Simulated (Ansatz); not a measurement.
**O on Rh(111): change of the work function**

How does O on the fcc site change the work function of Rh(111) as the layer fills?

Main program and level: Ansatz 0.2.0; plane-wave DFT, PBE, Ansatz PAW.

Most raw output is cut from this account.

## Step 1: Set-up

The cell holds 4 atoms: 4 Rh. Cell: a = 2.687 Å, b = 2.687 Å, c = 24.582 Å, α = 90.0°, β = 90.0°, γ = 60.0°. Vacuum lies along c.

Coordinates:

```cif
data_structure
_symmetry_space_group_name_H-M 'P 1'
_symmetry_Int_Tables_number 1
_cell_length_a 2.6870
_cell_length_b 2.6870
_cell_length_c 24.5818
_cell_angle_alpha 90.000
_cell_angle_beta 90.000
_cell_angle_gamma 60.000
_cell_volume 153.70
loop_
_atom_site_label
_atom_site_type_symbol
_atom_site_fract_x
_atom_site_fract_y
_atom_site_fract_z
_atom_site_occupancy
Rh1 Rh 0.00000 0.00000 0.36612 1
Rh2 Rh 0.33333 0.33333 0.45537 1
Rh3 Rh 0.66667 0.66667 0.54463 1
Rh4 Rh 0.00000 0.00000 0.63388 1
```

## Step 2: The clean slab

The bare slab comes first, as the zero from which every change is counted. The two lowest layers are held at bulk places and the upper ones relax. The dipole correction removes the false field that a one-sided slab makes across the periodic vacuum, so each face gets a flat vacuum level of its own.

Input file input.yaml:

```yaml
crystal:
  lattice:
    - [2.6870057685, 0.0, 0.0]
    - [1.3435028843, 2.3270152556, 0.0]
    - [0.0, 0.0, 24.5817930688]
  atoms:
    - { symbol: Rh, position: [0.0, 0.0, 0.3661246344] }
    - { symbol: Rh, position: [0.3333333333, 0.3333333333, 0.4553748781] }
    - { symbol: Rh, position: [0.6666666667, 0.6666666667, 0.5446251219] }
    - { symbol: Rh, position: [0.0, 0.0, 0.6338753656] }
kpoints:
  mp_grid: { grid: [12, 12, 1] }
hamiltonian:
  xc: pbe
scf:
  occupations: { method: fermi_dirac, width: 0.1 }
  convergence: { dr2_threshold: 1.0e-08 }
efield:
  axis: 3
  dipole_correction: true
  ramp_position: 0.97
  ramp_width: 0.06
relax:
  f_tol: 0.02
  max_steps: 60
  constraints: [{ sites: [0, 1] }]
output:
  write_potential: true
  write_density: true
  volumetric_format: npy
```

The run is started by

```console
$ ansatz run input.yaml --threads 4 --pin off --max-ram 16384MiB --backend cpu --events-out ev --progress --plain --runs-dir out
```

The job ended after 16 s (4 threads of Intel Xeon Platinum 8259CL at 2.50GHz (Skylake/Cascade Lake), shared host; peak memory 0.55 GiB; 47 s of CPU time).

Relaxation path:

| step | energy less that of the first step (eV) | largest force component (eV/Å) |
| --- | --- | --- |
| 1 | 0.0000 | 0.0350 |
| 2 | -0.0001 | 0.0224 |
| 3 | -0.0001 | 0.0004 |

Forces are held to the 6 operations that the run works with; a distortion that breaks them can't arise in this run.

The relaxed structure:

```xyz
4
Lattice="2.6870 0.0000 0.0000 1.3435 2.3270 0.0000 0.0000 0.0000 24.5818" Properties=species:S:1:pos:R:3
Rh    0.0000    0.0000    9.0000
Rh    1.3435    0.7757   11.1939
Rh    2.6870    1.5513   13.3841
Rh    0.0000    0.0000   15.5738
```

This step gave:

* energy at zero smearing: -25609.9437 eV
* work function, upper face: 5.167 eV
* dipole along the normal: 6.09e-5 e·Å

Running mean over 2.194 Å of the planar mean; the ramp of the sawtooth is left out. The electron's electrostatic potential energy less the Fermi level by z:

| z (Å) | electron's electrostatic potential energy less the Fermi level (eV) |
| --- | --- |
| 4 | 5.17 |
| 5 | 5.16 |
| 6 | 5.10 |
| 7 | 4.16 |
| 8 | -5.57 |
| 9 | -12.7 |
| 10 | -13.1 |
| 11 | -13.2 |
| 12 | -13.3 |
| 13 | -13.3 |
| 14 | -13.2 |
| 15 | -13.0 |
| 16 | -11.5 |
| 17 | 0.143 |
| 18 | 4.85 |
| 19 | 5.14 |
| 20 | 5.17 |
| 21 | 5.17 |

The relaxation took 3 steps and lowered the energy by 1.3e-4 eV; the largest force on the free atoms ends at 4.0e-4 eV/Å.

The work function of the upper face is 5.17 eV.

## Step 3: The covered slab, k-mesh 4×4×1, coverage 0.111 ML

System of this step: Rh36O (O/Rh(111)). The cell holds 37 atoms: 36 Rh and 1 O. Its edges and angles: a = 8.061 Å, b = 8.061 Å, c = 26.051 Å, α = 90.0°, β = 90.0°, γ = 60.0°. Vacuum lies along c.

The clean slab as it ended is repeated in the plane and the adsorbate is set on one face; the cell's size fixes the coverage, and the k-mesh shrinks with it to keep the sampling density about even. Adsorbate and upper layers relax, since the dipole depends on the height.

Input file input.yaml:

```yaml
crystal:
  lattice:
    - [8.0610173054, -1.0e-10, 0.0]
    - [4.0305086528, 6.9810457668, 0.0]
    - [0.0, 0.0, 26.051379776]
  atoms:
    - { symbol: Rh, position: [0.0, 0.0, 0.345471145] }
    - { symbol: Rh, position: [0.1111111111, 0.1111111111, 0.4296866852] }
    - { symbol: Rh, position: [0.2222222222, 0.2222222222, 0.5137573573] }
    - { symbol: Rh, position: [0.0, 0.0, 0.5978113478] }
    - { symbol: Rh, position: [0.0, 0.3333333333, 0.345471145] }
    - { symbol: Rh, position: [0.1111111111, 0.4444444444, 0.4296866852] }
    - { symbol: Rh, position: [0.2222222222, 0.5555555556, 0.5137573573] }
    - { symbol: Rh, position: [0.0, 0.3333333333, 0.5978113478] }
    - { symbol: Rh, position: [0.0, 0.6666666667, 0.345471145] }
    - { symbol: Rh, position: [0.1111111111, 0.7777777778, 0.4296866852] }
    - { symbol: Rh, position: [0.2222222222, 0.8888888889, 0.5137573573] }
    - { symbol: Rh, position: [0.0, 0.6666666667, 0.5978113478] }
    - { symbol: Rh, position: [0.3333333333, 0.0, 0.345471145] }
    - { symbol: Rh, position: [0.4444444444, 0.1111111111, 0.4296866852] }
    - { symbol: Rh, position: [0.5555555556, 0.2222222222, 0.5137573573] }
    - { symbol: Rh, position: [0.3333333333, 0.0, 0.5978113478] }
    - { symbol: Rh, position: [0.3333333333, 0.3333333333, 0.345471145] }
    - { symbol: Rh, position: [0.4444444444, 0.4444444444, 0.4296866852] }
    - { symbol: Rh, position: [0.5555555556, 0.5555555556, 0.5137573573] }
    - { symbol: Rh, position: [0.3333333333, 0.3333333333, 0.5978113478] }
    - { symbol: Rh, position: [0.3333333333, 0.6666666667, 0.345471145] }
    - { symbol: Rh, position: [0.4444444444, 0.7777777778, 0.4296866852] }
    - { symbol: Rh, position: [0.5555555556, 0.8888888889, 0.5137573573] }
    - { symbol: Rh, position: [0.3333333333, 0.6666666667, 0.5978113478] }
    - { symbol: Rh, position: [0.6666666667, 0.0, 0.345471145] }
    - { symbol: Rh, position: [0.7777777778, 0.1111111111, 0.4296866852] }
    - { symbol: Rh, position: [0.8888888889, 0.2222222222, 0.5137573573] }
    - { symbol: Rh, position: [0.6666666667, 0.0, 0.5978113478] }
    - { symbol: Rh, position: [0.6666666667, 0.3333333333, 0.345471145] }
    - { symbol: Rh, position: [0.7777777778, 0.4444444444, 0.4296866852] }
    - { symbol: Rh, position: [0.8888888889, 0.5555555556, 0.5137573573] }
    - { symbol: Rh, position: [0.6666666667, 0.3333333333, 0.5978113478] }
    - { symbol: Rh, position: [0.6666666667, 0.6666666667, 0.345471145] }
    - { symbol: Rh, position: [0.7777777778, 0.7777777778, 0.4296866852] }
    - { symbol: Rh, position: [0.8888888889, 0.8888888889, 0.5137573573] }
    - { symbol: Rh, position: [0.6666666667, 0.6666666667, 0.5978113478] }
    - { symbol: O, position: [0.1111111111, 0.1111111111, 0.654528855] }
kpoints:
  mp_grid: { grid: [4, 4, 1] }
hamiltonian:
  xc: pbe
scf:
  occupations: { method: fermi_dirac, width: 0.1 }
  convergence: { dr2_threshold: 1.0e-08 }
efield:
  axis: 3
  dipole_correction: true
  ramp_position: 0.97
  ramp_width: 0.06
relax:
  f_tol: 0.02
  max_steps: 60
  constraints:
    - { sites: [0, 1, 4, 5, 8, 9, 12, 13, 16, 17, 20, 21, 24, 25, 28, 29, 32, 33] }
output:
  write_potential: true
  write_density: true
  volumetric_format: npy
```

Run time: 7.5 min. Hardware: 4 threads; peak memory 9.3 GiB.

This run has no spin polarisation, although Rh can carry a moment.

Step by step:

| step | energy less that of the first step (eV) | largest force component (eV/Å) |
| --- | --- | --- |
| 1 | 0.0000 | 2.2451 |
| 2 | -0.2899 | 1.1263 |
| 3 | -0.3440 | 0.3237 |
| 4 | -0.3498 | 0.0243 |
| 5 | -0.3501 | 0.0039 |

Forces are held to the 6 operations that the run works with; a distortion that breaks them can't arise in this run.

The atoms that moved most (Å):

| atom | dx | dy | dz | length |
| --- | --- | --- | --- | --- |
| O37 | 0.000 | 0.000 | -0.160 | 0.160 |
| Rh16 | 0.018 | -0.011 | 0.082 | 0.085 |
| Rh4 | -0.018 | -0.011 | 0.082 | 0.085 |
| Rh8 | 0.000 | 0.021 | 0.082 | 0.085 |
| Rh24 | 0.000 | -0.039 | -0.009 | 0.040 |
| Rh20 | 0.034 | 0.020 | -0.009 | 0.040 |
| Rh32 | -0.034 | 0.020 | -0.009 | 0.040 |
| Rh31 | 0.000 | -0.007 | 0.017 | 0.019 |

Final coordinates:

```xyz
37
Lattice="8.0610 0.0000 0.0000 4.0305 6.9810 0.0000 0.0000 0.0000 26.0514" Properties=species:S:1:pos:R:3
Rh    0.0000    0.0000    9.0000
Rh    1.3435    0.7757   11.1939
Rh    2.6839    1.5495   13.3756
Rh   -0.0184   -0.0106   15.6557
Rh    1.3435    2.3270    9.0000
Rh    2.6870    3.1027   11.1939
Rh    4.0274    3.8802   13.3790
Rh    1.3435    2.3483   15.6557
Rh    2.6870    4.6540    9.0000
Rh    4.0305    5.4297   11.1939
Rh    5.3740    6.2090   13.3756
Rh    2.6903    4.6521   15.5664
Rh    2.6870    0.0000    9.0000
Rh    4.0305    0.7757   11.1939
Rh    5.3740    1.5477   13.3790
Rh    2.7054   -0.0106   15.6557
Rh    4.0305    2.3270    9.0000
Rh    5.3740    3.1027   11.1939
Rh    6.7206    3.8802   13.3790
Rh    4.0645    2.3466   15.5645
Rh    5.3740    4.6540    9.0000
Rh    6.7175    5.4297   11.1939
Rh    8.0548    6.2089   13.4016
Rh    5.3740    4.6148   15.5645
Rh    5.3740    0.0000    9.0000
Rh    6.7175    0.7757   11.1939
Rh    8.0642    1.5495   13.3756
Rh    5.3740    0.0038   15.5664
Rh    6.7175    2.3270    9.0000
Rh    8.0610    3.1027   11.1939
Rh    9.4045    3.8712   13.4016
Rh    6.6835    2.3466   15.5645
Rh    8.0610    4.6540    9.0000
Rh    9.4045    5.4297   11.1939
Rh   10.7542    6.2089   13.4016
Rh    8.0577    4.6521   15.5664
O     1.3435    0.7757   16.8919
```

Numbers from this step:

- energy at zero smearing: -231056.4521 eV
- work function, upper face: 5.399 eV
- work function, lower face: 5.161 eV
- dipole along the normal: -0.07419 e·Å
- step between the vacuum levels: 0.2386 eV

Running mean over 2.194 Å of the planar mean; the ramp of the sawtooth is left out. The electron's electrostatic potential energy less the Fermi level by z:

z (Å), electron's electrostatic potential energy less the Fermi level (eV) and a bar from the least value:
```
      3.5        5.2 ##############################
      4.0        5.2 ##############################
      4.5        5.2 ##############################
      5.0        5.2 ##############################
      5.5        5.1 ##############################
      6.0        5.1 ##############################
      6.5        4.9 #############################
      7.0        4.1 ############################
      7.5        1.0 #######################
      8.0       -5.6 ############
      8.5      -11.0 ####
      9.0      -12.7 #
      9.5      -13.0 #
     10.0      -13.1 
     10.5      -13.1 
     11.0      -13.2 
     11.5      -13.3 
     12.0      -13.3 
     12.5      -13.3 
     13.0      -13.3 
     13.5      -13.2 
     14.0      -13.0 
     14.5      -12.9 #
     15.0      -12.9 #
     15.5      -13.0 #
     16.0      -12.0 ##
     16.5       -7.4 #########
     17.0       -0.6 ####################
     17.5        3.5 ###########################
     18.0        4.8 #############################
     18.5        5.3 ##############################
     19.0        5.4 ##############################
     19.5        5.4 ##############################
     20.0        5.4 ##############################
     20.5        5.4 ##############################
     21.0        5.4 ##############################
     21.5        5.4 ##############################
     22.0        5.4 ##############################
     22.5        5.4 ##############################
     23.0        5.4 ##############################
```

The relaxation took 5 steps and lowered the energy by 0.35 eV; the largest force on the free atoms ends at 0.0039 eV/Å.

The covered face has 5.40 eV, +0.23 eV against the clean one; the bare back face has moved by -0.01 eV, a measure of how thin the slab is.

(Continued in part 2 of 2.)

[Logs are printed without paths, hosts, clocks, repeated set-up lines and the standing remarks that a program may print on its own settings, such as how far it seeks lower states.]

[Hosts, paths, dates, database ids (printed as entryN), source tags and the programs' standing remarks are cut or masked in the printed files.]

[Maps of the electrostatic potential energy from Ansatz leave out the sawtooth potential of an applied field or a dipole correction, so their vacuum need not be flat; planar profiles and work functions include it.]
